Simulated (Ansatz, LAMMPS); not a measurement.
**48Ga2O3-52ZnO (mol %) with crystalline order left by the classical run (93 atoms), the frame at 52 fs of a trajectory (instantaneous temperature 384 K)**

The starting structure: 93 atoms (26 Fe, 14 Zn, 53 O) placed at random at 4.69 g/cm³, melted at 5000 K for 10 ps at fixed volume with the Morse and Coulomb pair potential with partial charges (Pedone, Malavasi, Menziani, Cormack and Segre, J. Phys. Chem. B 110, 11780 (2006)). Quenched from 5000 K to 300 K at 20 K/ps and fixed volume, held 10 ps at zero pressure, then minimised at fixed cell. Then Fe was replaced by Ga and the cell scaled by 1.005 (the potential has no terms for the new elements, so the cell is a start for a DFT relaxation).

This is the frame at 52 fs of a trajectory (instantaneous temperature 384 K). Method: Kohn-Sham DFT, LDA, PAW (set soft_2), plane waves (Ansatz 0.2.0); cutoff 420 eV, Γ point, fixed occupations; density 5.85 g/cm³.

Cell vectors (Å):

```
10.050 0.000 0.000
0.000 10.050 0.000
0.000 0.000 10.050
```

Positions (Å):

```
1 Ga 5.719 5.016 4.893
2 Ga 4.773 2.199 1.340
3 Ga 3.262 2.347 3.927
4 Ga 1.970 7.568 2.182
5 Ga 0.908 0.483 1.565
6 Ga 7.935 1.254 0.497
7 Ga 7.426 3.630 2.422
8 Ga 9.565 7.727 4.195
9 Ga 9.730 5.538 2.335
10 Ga 1.223 6.681 9.613
11 Ga 6.137 0.224 7.560
12 Ga 1.568 9.836 4.216
13 Ga 8.851 9.919 6.086
14 Ga 8.394 0.709 3.245
15 Ga 3.489 8.700 9.574
16 Ga 2.145 5.308 4.908
17 Ga 3.144 1.635 9.186
18 Ga 4.077 7.688 4.600
19 Ga 8.392 7.512 8.316
20 Ga 6.808 8.059 5.313
21 Ga 0.721 9.960 8.906
22 Ga 1.495 4.444 7.506
23 Ga 8.758 5.286 6.305
24 Ga 0.479 2.815 3.271
25 Ga 0.286 3.253 0.299
26 Ga 8.937 8.398 1.247
27 Zn 1.062 1.768 6.276
28 Zn 2.740 4.123 0.840
29 Zn 4.414 9.620 2.100
30 Zn 4.161 6.683 7.262
31 Zn 8.358 2.925 5.077
32 Zn 5.754 1.311 4.674
33 Zn 1.372 7.711 6.779
34 Zn 6.534 7.028 2.285
35 Zn 4.308 5.299 2.381
36 Zn 8.708 2.207 7.809
37 Zn 7.994 4.614 9.457
38 Zn 3.957 3.074 6.838
39 Zn 6.269 8.967 9.934
40 Zn 3.695 10.016 6.662
41 O 2.482 9.972 8.478
42 O 3.244 4.940 6.836
43 O 9.024 3.989 3.501
44 O 2.909 6.176 1.417
45 O 0.893 4.829 9.237
46 O 6.190 4.999 2.974
47 O 7.736 9.794 1.709
48 O 2.081 2.666 7.610
49 O 1.051 4.093 1.803
50 O 0.872 6.403 3.638
51 O 8.175 9.320 4.395
52 O 1.267 1.677 0.041
53 O 9.484 1.706 1.899
54 O 7.572 1.244 6.536
55 O 3.826 3.502 2.368
56 O 7.979 5.701 7.923
57 O 9.702 9.828 0.273
58 O 7.074 0.393 9.148
59 O 8.680 2.816 9.614
60 O 9.993 0.640 7.411
61 O 4.933 8.730 8.409
62 O 0.915 5.860 6.177
63 O 9.690 3.627 6.906
64 O 2.890 8.608 3.519
65 O 3.885 3.198 9.851
66 O 8.392 6.885 5.345
67 O 4.585 1.158 3.126
68 O 7.806 7.668 10.025
69 O 8.555 7.237 2.654
70 O 7.708 8.622 7.095
71 O 3.838 5.813 4.250
72 O 4.699 3.184 5.102
73 O 0.351 9.168 2.868
74 O 7.210 2.082 3.695
75 O 5.551 6.673 5.944
76 O 5.678 9.855 5.803
77 O 5.125 8.185 1.068
78 O 1.793 1.319 2.970
79 O 6.557 2.538 1.092
80 O 5.773 7.976 3.755
81 O 2.714 7.136 8.777
82 O 0.517 8.927 5.475
83 O 2.186 8.946 0.891
84 O 7.289 4.354 5.585
85 O 4.100 0.762 0.521
86 O 4.516 1.446 7.697
87 O 9.698 1.593 4.712
88 O 0.312 6.911 1.105
89 O 3.354 8.161 6.279
90 O 1.712 3.579 4.394
91 O 0.161 7.855 8.457
92 O 8.315 4.734 1.248
93 O 2.622 0.951 5.301
```

Predict the forces.

Columns: atom, fx, fy, fz (forces in eV/Å).

```
1 -0.377 -0.646 0.309
2 0.221 1.282 0.531
3 0.553 0.482 -0.209
4 -0.474 -0.398 0.015
5 0.803 -0.563 -1.153
6 -0.744 -0.345 0.155
7 -0.833 -0.255 0.592
8 -0.213 0.562 -0.142
9 -0.610 -0.212 -0.086
10 -0.316 -0.667 -0.074
11 0.186 0.630 -0.058
12 0.932 0.616 -0.043
13 -0.410 0.297 0.519
14 -0.218 -0.495 -0.174
15 0.391 -0.272 0.043
16 -0.039 -0.334 -0.600
17 -0.076 0.212 -1.197
18 1.307 -0.286 0.484
19 -0.382 -0.738 0.392
20 0.017 0.305 0.939
21 -0.033 -0.406 -0.939
22 -0.429 -0.490 -0.190
23 -0.263 -0.274 -0.451
24 -0.548 -0.117 -0.087
25 0.259 0.120 -0.194
26 0.131 -0.507 -0.278
27 0.235 0.437 -0.412
28 -0.713 1.424 0.322
29 -0.106 -0.699 0.513
30 -0.417 0.134 1.016
31 -0.519 -0.523 0.937
32 0.073 0.407 0.212
33 0.513 0.064 0.258
34 0.090 0.277 -0.035
35 0.201 1.012 0.282
36 -0.252 -0.500 -0.901
37 0.099 1.150 -0.202
38 -0.111 0.115 0.412
39 0.301 -0.640 -0.030
40 -0.128 -0.020 0.055
41 -0.100 -0.075 -0.086
42 -0.457 0.144 -0.070
43 0.852 0.882 -0.574
44 0.355 -0.437 -0.007
45 0.042 -0.165 0.055
46 -0.390 0.806 0.352
47 -0.515 1.345 0.804
48 0.527 0.203 0.225
49 -1.482 -0.721 -0.501
50 0.527 0.479 -0.318
51 0.087 -0.295 1.374
52 0.757 0.285 -0.352
53 -0.720 0.673 0.833
54 0.586 0.789 0.582
55 -0.168 -1.578 0.687
56 0.476 0.614 1.313
57 -0.069 -0.251 -0.123
58 0.400 0.841 0.118
59 0.494 -0.823 -0.664
60 -0.290 0.065 0.368
61 0.795 0.234 -0.220
62 -0.611 -0.136 1.308
63 0.064 1.097 -0.631
64 -0.095 -0.107 -0.397
65 0.276 -0.007 -0.492
66 0.481 -0.579 0.108
67 -0.068 -0.062 -0.188
68 -0.380 -0.251 -0.191
69 -1.074 -1.047 0.184
70 -0.340 1.118 -1.119
71 -0.831 0.414 0.034
72 0.235 -0.125 -0.807
73 0.080 -0.101 -0.244
74 0.306 -0.042 -0.713
75 0.635 -0.536 -0.419
76 -0.746 -1.220 -0.287
77 -0.706 -0.552 1.119
78 -0.079 0.517 -0.057
79 0.937 0.019 0.383
80 -0.863 0.096 0.333
81 0.884 0.199 -0.633
82 -0.488 -0.843 0.142
83 -0.159 0.111 0.249
84 -0.316 0.373 0.546
85 -0.196 -1.261 -0.435
86 0.465 -0.237 0.168
87 0.733 -0.692 -0.388
88 0.633 0.451 -0.208
89 -1.471 -0.527 -1.170
90 1.509 -0.069 0.876
91 0.950 0.115 -0.594
92 0.714 0.732 -0.824
93 -0.290 -0.005 0.016
```

The quench rate of 20 K/ps is many orders above laboratory rates, so the cell is likely richer in defects and strain than a real sample. The network of bonds at the start is that of the classical potential that made the cell. Only the Γ point is sampled, in a cell whose shortest periodic width is 10 Å.

The r.m.s. force component is 0.575 eV/Å; the longest force, 1.95 eV/Å, acts on O89. The energy lies 2.1 meV/atom above that of the first step of this run.

[Logs are printed without paths, hosts, clocks, repeated set-up lines and the standing remarks that a program may print on its own settings, such as how far it seeks lower states.]

[Hosts, paths, dates, database ids (printed as entryN), source tags and the programs' standing remarks are cut or masked in the printed files.]
